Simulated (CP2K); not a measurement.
Consider pyrrole at its PBE geometry (Å).

```xyz
10

C    -0.0073   -1.1182    0.4356
C    -1.1489   -0.3255    0.1187
C    -0.6924    0.8933   -0.3533
N     0.6848    0.8543   -0.3322
C     1.1170   -0.3634    0.1478
H    -0.0056   -2.1292    0.8283
H    -2.1893   -0.6139    0.2217
H    -1.2229    1.7731   -0.6977
H     1.2912    1.6140   -0.6144
H     2.1734   -0.5845    0.2456
```

Method: CP2K XAS_TDP, all-electron GAPW, PBEh(45%), aug-cc-pVDZ, TDA, GW2X-corrected core level, no relativity.

Where do the C K-edge lines lie, and how strong are they?

Leading lines: C1 288.07 eV and C3 288.35 eV. The leading line of an atom is its first one with 35 % of the strongest within 2.5 eV of its lowest line over the strength cut. Core ionisation energies at this level: C1 291.25 and C3 292.12 eV.

The first six lines of each atom with a strength over 0.0015:

| atom | energy (eV) | states | strength, one atom | above the computed threshold |
| --- | --- | --- | --- | --- |
| C1 (bonded to 2 C and H), 2 alike | 288.07 | 1 | 0.0484 |  |
|  | 289.63 | 1 | 0.0062 |  |
|  | 290.06 | 1 | 0.0039 |  |
|  | 290.19 | 1 | 0.0032 |  |
|  | 291.30 | 1 | 0.0030 | yes |
|  | 292.30 | 2 | 0.0065 | yes |
| C3 (bonded to C, N and H), 2 alike | 288.35 | 1 | 0.0509 |  |
|  | 290.10 | 1 | 0.0094 |  |
|  | 291.01 | 1 | 0.0027 |  |
|  | 291.67 | 1 | 0.0029 |  |
|  | 291.93 | 1 | 0.0016 |  |
|  | 292.09 | 1 | 0.0031 |  |

Lines are vertical, at one geometry, with no vibrational structure. GW2X ionisation energies and lines can be off by 1 to 2 eV either way, and a good line position may hide errors that cancel. These values hold no scalar relativity, about 0.1 eV for C 1s. Rydberg lines, and the discretised continuum above threshold, depend on the basis and the box.

[Banner, clock and machine lines of the logs are left out without a mark of their own.]

[Logs are printed without paths, hosts, clocks, repeated set-up lines and the standing remarks that a program may print on its own settings, such as how far it seeks lower states.]

[Hosts, paths, dates, database ids (printed as entryN), source tags and the programs' standing remarks are cut or masked in the printed files.]
